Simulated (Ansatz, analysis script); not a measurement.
## Energy of spin spirals in a linear Ni chain, spacing 2.738 Å

Spirals are solved in the crystal's own cell at each q. What do they say of the order in a linear Ni chain, spacing 2.738 Å?

Method: LDA, PAW set soft_1 (files made for PBE), in Ansatz 0.2.0.

## Step 1: The structure

The cell holds 1 atom: 1 Ni. Cell: a = 12.000 Å, b = 12.000 Å, c = 2.738 Å, α = 90.0°, β = 90.0°, γ = 90.0°. An idealised lattice of chosen spacing, in vacuum. Vacuum lies along a and b. The structure's axis is c.

## Step 2: The collinear state

A collinear run comes first: it shows whether moments survive, and how large they are.

The input, input.yaml:

```yaml
crystal:
  lattice:
    - [12.0, 0.0, 0.0]
    - [0.0, 12.0, 0.0]
    - [0.0, 0.0, 2.738]
  atoms:
    - { symbol: Ni, position: [0.5, 0.5, 0.0], spin: 1.0 }
magnetization:
  spin_polarized: true
kpoints:
  mp_grid: { grid: [1, 1, 8] }
hamiltonian:
  xc: lda
  pseudopotentials: { kind: paw, azcp: { folder: soft_1 }, xc_functional: pbe }
scf:
  occupations: { method: fermi_dirac, width: 0.1 }
  max_iter: 120
  convergence: { dr2_threshold: 1.0e-08 }
  lower_state_search: "off"
```

The run is started by

```
$ ansatz run input.yaml --threads 4 --pin off --max-ram 8192MiB --backend cpu --events-out ev --progress --plain --runs-dir out
```

Numbers of over 12 decimals in the logs are rounded to 6 here.

What it wrote:

```text
Engine: ansatz 0.2.0, aarch64-unknown-linux-gnu
Pseudopotentials: kind: paw
Pseudopotential: Ni, paw, valence charge 18, recommended cutoff 420 eV (normal), soft_1/Ni.paw.azcp
Functional definition: SPW92
  exchange = slater_x
  correlation = pw_c
Crystal: 1 atoms, lattice volume = 394.272 Å³
Basis set: ecut = 420 eV, 7769 PW (Γ)
Bands: 14, of which v1, the nominal top of the filled ones, is band 9 counted from 1 (8 counted from 0)
Symmetry: 16 space group operations
Space group: P4/mmm (ITA 123), of the structure as read, at distance tolerance 7.3e-5 Å
Magnetic group: BNS 123.339 (UNI 999), of the structure as read, at distance tolerance 7.3e-5 Å
k-points: 5 of 8
Non-local potential: Ni, projectors of the file, l = 0: 3, l = 1: 2, l = 2: 3, l = 3: 1
PAW form: soft (Blöchl's): semilocal exchange-correlation on the pseudo side does not see the compensation charge
PAW frozen core: Ni, regenerated for the run's functional, and the local potential with it (the file was generated under x = pbe(κ = 0.804, μ = 0.219515), c = pbe(β = 0.066725))
PAW one-centre angular grid: Ni, 590 points (default); XC on 64 Gauss nodes
Initial density: superposition of atomic densities (neutral atoms: chi_scale 0, normalization atom)
Starting moments: Σ|m| = 1 μB on 1 of 1 site
Initial wavefunctions: pseudopotential atomic-orbital guess
Functional: x = slater, c = lda
SCF iter   1: F=—  HF=-5771.175885 eV  |F-HF|=—  |Δ(HF+E_count)|=         —  Δρ=5.96e-2 (↑1.88e-2 ↓5.96e-2)  dr2=1.76e1  dr2_m=1.60e0  M=0.049 μB ∫|m|=0.135 μB  β_m=0.30  ethr=3.10e-3  ⟨swp⟩=6.0  Hψ=844  notcnv=0
preconditioner: auto → Resta (q_TF=auto, 1.631 Å⁻¹)  ε∞=1.6  [insulator: Δε(μ)=0.450 eV  Ē_g=7.857 eV  σ=0.100 eV  W_gap=0.79  n_scr=28 (ndim 8)  ℏωp=5.9 eV  f_vac=0.849  D(μ)=0.48/eV (n_scr^D=0)  ε∞_Penn≈1.6  vacuum switching on, ρ_ref=4.5e-3 e/Å³]
spin=Collinear: Resta preconditioning applied to the charge; magnetization (m = ρ↑ − ρ↓) channel mixes plain (no charge-response kernel on spin).
SCF iter   2: F=—  HF=-5772.168527 eV  |F-HF|=—  |Δ(HF+E_count)|=   9.93e-1  Δρ=6.87e-2 (↑3.41e-2 ↓6.87e-2)  dr2=2.50e1  dr2_m=1.23e0  M=1.553 μB ∫|m|=1.566 μB  β_m=1.00  ethr=3.10e-3  ⟨swp⟩=3.6  Hψ=459  notcnv=0  defer=3
preconditioner: auto → LDOS  [metal: Δε(μ)=0.086 eV  Ē_g=3.682 eV  σ=0.100 eV  W_gap=0.21  n_scr=28 (ndim 8)  ℏωp=5.9 eV  f_vac=0.859  D(μ)=6.43/eV (n_scr^D=36)]
spin=Collinear: LDOS preconditioning applied to the charge; magnetization (m = ρ↑ − ρ↓) channel mixes plain (no charge-response kernel on spin).
SCF iter   3: F=—  HF=-5768.987453 eV  |F-HF|=—  |Δ(HF+E_count)|=    3.18e0  Δρ=8.25e-3 (↑8.25e-3 ↓7.53e-3)  dr2=7.45e-2  dr2_m=2.04e-1  M=1.241 μB ∫|m|=1.243 μB  β_m=0.30  ethr=3.10e-3  ⟨swp⟩=3.7  Hψ=431  notcnv=0  defer=2
SCF iter   4: F=—  HF=-5769.076212 eV  |F-HF|=—  |Δ(HF+E_count)|=   8.88e-2  Δρ=8.75e-3 (↑3.74e-3 ↓8.75e-3)  dr2=1.29e-1  dr2_m=1.38e-1  M=1.226 μB ∫|m|=1.228 μB  β_m=0.30  ethr=4.14e-4  ⟨swp⟩=2.1  Hψ=324  notcnv=0  defer=2
SCF iter   5: F=—  HF=-5769.113464 eV  |F-HF|=—  |Δ(HF+E_count)|=   3.73e-2  Δρ=3.26e-3 (↑3.26e-3 ↓1.21e-3)  dr2=1.62e-2  dr2_m=1.57e-2  M=1.247 μB ∫|m|=1.253 μB  β_m=1.00  ethr=4.14e-4  ⟨swp⟩=2.4  Hψ=245  notcnv=0  defer=2
SCF iter   6: F=—  HF=-5769.152392 eV  |F-HF|=—  |Δ(HF+E_count)|=   3.89e-2  Δρ=1.61e-3 (↑7.28e-4 ↓1.61e-3)  dr2=7.23e-3  dr2_m=2.51e-3  M=1.245 μB ∫|m|=1.251 μB  β_m=0.30  ethr=8.99e-5  ⟨swp⟩=1.5  Hψ=191  notcnv=0  defer=2
SCF iter   7: F=—  HF=-5769.162272 eV  |F-HF|=—  |Δ(HF+E_count)|=   9.88e-3  Δρ=1.54e-3 (↑5.94e-4 ↓1.54e-3)  dr2=6.28e-3  dr2_m=1.81e-3  M=1.246 μB ∫|m|=1.252 μB  β_m=1.00  ethr=4.01e-5  ⟨swp⟩=1.0  Hψ=138  notcnv=0  defer=2
SCF iter   8: F=—  HF=-5769.165292 eV  |F-HF|=—  |Δ(HF+E_count)|=   3.02e-3  Δρ=2.55e-4 (↑1.64e-4 ↓2.55e-4)  dr2=1.02e-4  dr2_m=1.29e-4  M=1.245 μB ∫|m|=1.250 μB  β_m=0.30  ethr=3.49e-5  ⟨swp⟩=2.2  Hψ=218  notcnv=0  defer=2
SCF iter   9: F=—  HF=-5769.168038 eV  |F-HF|=—  |Δ(HF+E_count)|=   2.75e-3  Δρ=8.93e-5 (↑8.93e-5 ↓6.87e-5)  dr2=9.38e-6  dr2_m=1.78e-5  M=1.245 μB ∫|m|=1.251 μB  β_m=0.30  ethr=5.66e-7  ⟨swp⟩=2.0  Hψ=190  notcnv=0  defer=2
SCF iter  10: F=—  HF=-5769.169485 eV  |F-HF|=—  |Δ(HF+E_count)|=   1.45e-3  Δρ=1.24e-4 (↑1.24e-4 ↓4.06e-5)  dr2=3.23e-5  dr2_m=2.05e-5  M=1.245 μB ∫|m|=1.251 μB  β_m=1.00  ethr=5.21e-8  ⟨swp⟩=2.1  Hψ=234  notcnv=0  defer=2
[...]
spin-set hold released at iteration 14 (settled: charge residual and site-moment steps within their bounds): the magnetisation degrees of freedom join the quasi-Newton model from the next iteration; the mixer history was flushed
SCF iter  15: F=—  HF=-5769.170881 eV  |F-HF|=—  |Δ(HF+E_count)|=   6.85e-5  Δρ=8.89e-5 (↑4.89e-5 ↓8.89e-5)  dr2=2.74e-6  dr2_m=1.71e-5  M=1.245 μB ∫|m|=1.253 μB  β_m=0.62  ethr=3.98e-9  ⟨swp⟩=2.0  Hψ=235  notcnv=0  defer=2
SCF iter  16: F=—  HF=-5769.170959 eV  |F-HF|=—  |Δ(HF+E_count)|=   7.82e-5  Δρ=1.65e-4 (↑2.46e-5 ↓1.65e-4)  dr2=2.73e-5  dr2_m=2.33e-5  M=1.245 μB ∫|m|=1.254 μB  β_m=0.49  ethr=3.98e-9  ⟨swp⟩=2.6  Hψ=255  notcnv=0  defer=2
SCF iter  17: F=—  HF=-5769.170952 eV  |F-HF|=—  |Δ(HF+E_count)|=   7.83e-6  Δρ=3.51e-5 (↑1.40e-5 ↓3.51e-5)  dr2=2.36e-6  dr2_m=2.10e-6  M=1.245 μB ∫|m|=1.254 μB  β_m=0.75  ethr=3.98e-9  ⟨swp⟩=2.0  Hψ=234  notcnv=0  defer=2
SCF iter  18: F=—  HF=-5769.170955 eV  |F-HF|=—  |Δ(HF+E_count)|=   3.02e-6  Δρ=5.92e-6 (↑5.92e-6 ↓5.49e-6)  dr2=5.10e-7  dr2_m=1.19e-9  M=1.245 μB ∫|m|=1.254 μB  β_m=0.87  ethr=3.98e-9  ⟨swp⟩=2.0  Hψ=184  notcnv=0  defer=2
SCF iter  19: F=—  HF=-5769.170956 eV  |F-HF|=—  |Δ(HF+E_count)|=   1.23e-6  Δρ=6.34e-6 (↑1.73e-6 ↓6.34e-6)  dr2=4.97e-8  dr2_m=5.02e-8  M=1.245 μB ∫|m|=1.253 μB  β_m=0.94  ethr=2.83e-9  ⟨swp⟩=2.3  Hψ=185  notcnv=0  defer=2
SCF iter  20: F=—  HF=-5769.170957 eV  |F-HF|=—  |Δ(HF+E_count)|=   8.42e-7  Δρ=5.06e-6 (↑4.00e-6 ↓5.06e-6)  dr2=1.62e-7  dr2_m=6.43e-9  M=1.245 μB ∫|m|=1.253 μB  β_m=0.94  ethr=2.76e-10  ⟨swp⟩=2.0  Hψ=234  notcnv=0  defer=2
SCF iter  21: F=—  HF=-5769.170957 eV  |F-HF|=—  |Δ(HF+E_count)|=   1.26e-8  Δρ=2.47e-6 (↑1.59e-6 ↓2.47e-6)  dr2=2.35e-8  dr2_m=3.44e-9  M=1.245 μB ∫|m|=1.253 μB  β_m=0.97  ethr=2.76e-10  ⟨swp⟩=2.3  Hψ=188  notcnv=0  defer=2
iter 22 did not close the SCF: its close was put off for the exchange–correlation potential of the local minority spin (scf_convergence_deferred on its scf_iter line)
SCF iter  22: F=-5769.170957 eV  HF=-5769.170957 eV  |F-HF|=1.13e-9  |Δ(HF+E_count)|=  4.51e-10  Δρ=5.36e-7 (↑3.73e-7 ↓5.36e-7)  dr2=1.37e-9  dr2_m=1.24e-10  M=1.245 μB ∫|m|=1.253 μB  β_m=0.90  ethr=5.56e-11  ⟨swp⟩=2.1  Hψ=277  notcnv=0
SCF iter  23: F=-5769.170957 eV  HF=-5769.170957 eV  |F-HF|=1.18e-11  |Δ(HF+E_count)|=   4.54e-9  Δρ=4.50e-8 (↑4.19e-8 ↓4.50e-8)  dr2=1.40e-11  dr2_m=6.91e-13  M=1.245 μB ∫|m|=1.253 μB  ethr=7.59e-12  ⟨swp⟩=1.0  Hψ=354  notcnv=0
SCF 1 converged in 23 iterations: F = -5769.170957 eV  dr2 = 1.40e-11
  greatest PAW one-centre occupation: 1.002 electrons in one spin orbital (limit 2), on the Ni atom at site 0 (counted from 0), in its partial waves of l = 1
SCF converged after 23 iterations
Magnetization: 1.2453 μB (9.6226 up, 8.3774 down)
Absolute magnetization: 1.2535 μB (∫|ρ↑−ρ↓|, with the PAW one-centre terms)
Spin contamination: 0.0053 ħ² per cell (⟨S²⟩ above its minimum at these occupations)
Per-site moments (μB) at R_I (Å): [(1.203105, 1.129425)]
Free energy (F): -5769.170957 eV
Harris-Foulkes:  -5769.170957 eV  (|F-HF|=1.18e-11)
Internal energy: -5768.971078 eV  (E = F + TS)
E sigma→0 (E₀):  -5769.071018 eV
Entropy (-TS):   -0.199878 eV (-199.878 meV/atom)
Fermi energy:    -4.586340 eV
--- Per-component energies (eV) ---
  E_band       = -669.065043
  E_kinetic    = 333.505698
  E_local      = -8617.018553  (includes V_loc(G=0)·N_el)
  E_nonlocal   = -103.430869
  E_hartree    = 4234.178117
  E_xc         = -105.291816
  E_vxc        = -136.488274  (∫ρ·V_xc dr)
  E_paw        = -1598.616850  (= ΣΔE_a)
  E_vpaw       = -613.990527  (= ΣTr[D̂ρ^β])
  E_aug_tail   = 0.000849  (compensation charges beyond the density's cutoff)
  E_ewald      = 87.268226
  E_core_change = 0.434121  (= ΣΔE_core)
  E_smearing   = -0.199878  (= −TS)
  E_closure    = -0.000000  (closes the sum)
  Σ components = -5769.170957   (vs F -5769.170957, Δ=0.00e0)
```

Wall time 2.4 s (4 threads of Arm Neoverse V2, shared host); peak memory 0.52 GiB.

Reading the cycles: dr2 is the Hartree energy of the density residual (eV), the measure of convergence; HF is the Harris–Foulkes estimate of the energy, which meets the free energy F at convergence.

Spin moment in the atom's sphere by atom:

| atom | spin moment in the atom's sphere (μB) |
| --- | --- |
| Ni1 | 1.20 |

The run ends ferromagnetic, with a net moment of 1.25 μB a cell. With one Ni atom carrying the moment, parallel order of its images is forced by the cell, not found.

## Step 3: The same state on a denser mesh

Levels at the Fermi energy are partly filled, so moments and energy differences can hang on the k-mesh, and the state is solved again on a denser one.

input.yaml, the sections that differ from step 2:

```yaml
crystal:
  lattice:
    - [12.0, 0.0, 0.0]
    - [0.0, 12.0, 0.0]
    - [0.0, 0.0, 2.738]
  atoms:
    - { symbol: Ni, position: [0.5, 0.5, 0.0], spin: 1.2 }
kpoints:
  mp_grid: { grid: [1, 1, 39] }
basis:
  ecutwfc: 420.0
checkpoint:
  read: start
  write: ck
  compress: false
  write_wavefunctions: false
  write_every: 100000
# magnetization, hamiltonian, scf: as in step 2
```

What it wrote:

```text
[...]
SCF converged after 9 iterations
Magnetization: 1.2073 μB (9.6037 up, 8.3963 down)
Absolute magnetization: 1.2168 μB (∫|ρ↑−ρ↓|, with the PAW one-centre terms)
[...]
Per-site moments (μB) at R_I (Å): [(1.170008, 1.129425)]
Free energy (F): -5769.154450 eV
[...]
Internal energy: -5768.958471 eV  (E = F + TS)
E sigma→0 (E₀):  -5769.056460 eV
Entropy (-TS):   -0.195978 eV (-195.978 meV/atom)
Fermi energy:    -4.505888 eV
[...]
```

The job ended after 2.5 s (4 threads; peak memory 0.66 GiB).

Spin moment in the atom's sphere by atom:

| atom | spin moment in the atom's sphere (μB) |
| --- | --- |
| Ni1 | 1.17 |

The run ends ferromagnetic, with a net moment of 1.21 μB a cell, against 1.25 μB on the first mesh.

Each spiral starts from these moments, tilted 90° from the rotation axis z (a flat spiral); sizes are free, while the program holds flat spirals in their plane. Spin–orbit coupling is switched off, so the energy does not depend on how the axis lies in the crystal. The folder named start holds the saved collinear state, from which each run begins.

The runs on spinors take the mesh 1×1×40.

## Step 4: q = (0, 0, 0)

The reference is the same input at q = 0, so that basis and exchange-correlation form match those at other q. Every q is chosen so that q/2 is a mesh vector: every spiral then samples the k-points of q = 0, and much mesh noise cancels.

input.yaml, the sections that differ from step 3:

```yaml
crystal:
  lattice:
    - [12.0, 0.0, 0.0]
    - [0.0, 12.0, 0.0]
    - [0.0, 0.0, 2.738]
  atoms:
    - { symbol: Ni, position: [0.5, 0.5, 0.0], spin: 1.17, spin_axis: [1.0, 0.0, 0.0] }
kpoints:
  mp_grid: { grid: [1, 1, 40] }
magnetization:
  noncollinear: true
  spin_spiral: { q: [0.0, 0.0, 0.0] }
checkpoint:
  read: start
# hamiltonian, scf, basis: as in step 3
```

The run is started by

```
$ ansatz run input.yaml --threads 2 --pin off --max-ram 4096MiB --backend cpu --events-out ev --progress --plain --runs-dir out
```

What it wrote:

```text
Warning: checkpoint.read: spin treatment differs: saved collinear, current noncollinear; the saved charge density seeds this run and the saved magnetisation is carried along the axis that this deck's starting moments share; the saved density holds an absolute magnetisation of 1.2e0 μB; saved orbitals and DFT+U occupations are not carried; the saved PAW projector densities are carried along that axis
Warning: checkpoint.read: magnetization.spin_spiral differs: saved none, current q = [0, 0, 0]; the saved state is no spin spiral's: the SCF starts from none of its orbitals and from its density, each atom's moment turned about z as a whole to its place on this deck's spiral. A spiral's own state at q: [0, 0, 0] serves better
[...]
Crystal: 1 atoms, lattice volume = 394.272 Å³
Basis set: ecut = 420 eV, 7769 PW (Γ)
Bands: 26, of which v1, the nominal top of the filled ones, is band 18 counted from 1 (17 counted from 0)
Symmetry: 16 space group operations
k-points: 21 of 40
Spin spiral: q = (0, 0, 0) of the reciprocal vectors; moments are told in the frame that turns with it, a site's in that at the site
[...]
SCF iter   1: F=—  HF=-5769.154406 eV  |F-HF|=—  |Δ(HF+E_count)|=         —  Δρ=2.24e-5  dr2=9.04e-7  dr2_m=4.54e-7  ethr=1.81e-6  |M|=1.21e0 ∫|m|=1.22e0 μB  |m|>n=3.8e-3 m-floor=0.0e0 τ_xc=1.1e-33  β_m=0.30  ⟨swp⟩=3.2  Hψ=3982  notcnv=0
eigensolver tolerance schedule: the retry pair's looser diagonalisation over-reported the residual by 358.57 of it (diagonalisation noise at 0.26 of the residual, at the tolerance the schedule requests for it); recorded, not acted on — ethr = c·dr2/N_el stays at c = 1.0e-1
[...]
SCF iter   2: F=—  HF=-5769.154431 eV  |F-HF|=—  |Δ(HF+E_count)|=   2.45e-5  Δρ=2.30e-5  dr2=1.28e-6  dr2_m=3.11e-8  ethr=5.02e-9  |M|=1.21e0 ∫|m|=1.22e0 μB  |m|>n=3.2e-3 m-floor=0.0e0 τ_xc=1.6e-25  β_m=0.23  ⟨swp⟩=2.1  Hψ=885  notcnv=0
[...]
SCF iter   4: F=-5769.154431 eV  HF=-5769.154431 eV  |F-HF|=4.79e-9  |Δ(HF+E_count)|=   3.42e-8  Δρ=2.12e-6  dr2=9.39e-9  dr2_m=2.62e-9  ethr=5.56e-11  |M|=1.21e0 ∫|m|=1.22e0 μB  |m|>n=2.6e-3 m-floor=0.0e0 τ_xc=2.4e-25  ⟨swp⟩=2.0  Hψ=1488  notcnv=0
SCF 1 converged in 4 iterations: F = -5769.154431 eV  dr2 = 9.39e-9
[...]
SCF converged after 4 iterations
Magnetization: |M| = 1.2082 μB,  M = (+1.2082, -0.0000, +0.0000) μB
Absolute magnetization: 1.2172 μB (∫|m|, with the PAW one-centre terms)
  site 0: m = (+1.1704, -0.0000, +0.0000) μB, |m| = 1.1704 μB  (R = 1.13 Å)
Free energy (F): -5769.154431 eV
[...]
Internal energy: -5768.958443 eV  (E = F + TS)
E sigma→0 (E₀):  -5769.056437 eV
Entropy (-TS):   -0.195987 eV (-195.987 meV/atom)
Fermi energy:    -4.506619 eV
[...]
```

Run time: 16 s. Hardware: 2 threads; peak memory 1 GiB; 31 s of CPU time.

The largest moment is 1.17 μB, against 1.17 μB in the collinear run.

## Step 5: q = (0, 0, 0.05)

Only q changes. The cell stays that of the crystal, since the generalised Bloch theorem carries the rotation from cell to cell.

input.yaml, as its differences from that of step 4:

```diff
@@ -21,3 +21,3 @@
   noncollinear: true
-  spin_spiral: { q: [0.0, 0.0, 0.0] }
+  spin_spiral: { q: [0.0, 0.0, 0.05] }
 checkpoint:
```

What it wrote:

```text
[...]
Crystal: 1 atoms, lattice volume = 394.272 Å³
Basis set: ecut = 420 eV, 7769 PW (Γ)
Bands: 26, of which v1, the nominal top of the filled ones, is band 18 counted from 1 (17 counted from 0)
Symmetry: 8 space group operations
k-points: 21 of 40
[...]
SCF iter   8: F=-5769.152114 eV  HF=-5769.152114 eV  |F-HF|=1.09e-11  |Δ(HF+E_count)|=  5.16e-10  Δρ=1.32e-7  dr2=3.50e-11  dr2_m=1.33e-11  ethr=2.28e-12  |M|=1.20e0 ∫|m|=1.22e0 μB  |m|>n=2.6e-3 m-floor=0.0e0 τ_xc=2.5e-19  ⟨swp⟩=1.0  Hψ=1335  notcnv=0
SCF 1 converged in 8 iterations: F = -5769.152114 eV  dr2 = 3.50e-11
[...]
SCF converged after 8 iterations
an eigenvalue changed by more than its tolerance at an iteration that met the thresholds in force, so the SCF went on 1 time: the last check found none over its tolerance
Magnetization: |M| = 1.2044 μB,  M = (+1.2044, -0.0000, +0.0000) μB
Absolute magnetization: 1.2164 μB (∫|m|, with the PAW one-centre terms)
  site 0: m = (+1.1679, -0.0000, +0.0000) μB, |m| = 1.1679 μB  (R = 1.13 Å)
Free energy (F): -5769.152114 eV
[...]
Internal energy: -5768.954680 eV  (E = F + TS)
E sigma→0 (E₀):  -5769.053397 eV
Entropy (-TS):   -0.197435 eV (-197.435 meV/atom)
Fermi energy:    -4.505441 eV
[...]
```

Run time: 27 s. Hardware: 2 threads; peak memory 1.1 GiB; 54 s of CPU time.

The energy of the cell lies 2.32 meV above that at q = 0, and the largest moment is 1.17 μB against 1.17 μB.

[end of part 1 of 2]

[Logs and program files are shortened in this print: banners, set-up blocks, solver, clock and traceback lines can be left out without a mark of their own.]

[Logs are printed without paths, hosts, clocks, repeated set-up lines and the standing remarks that a program may print on its own settings, such as how far it seeks lower states.]

[Hosts, paths, dates, database ids (printed as entryN), source tags and the programs' standing remarks are cut or masked in the printed files.]
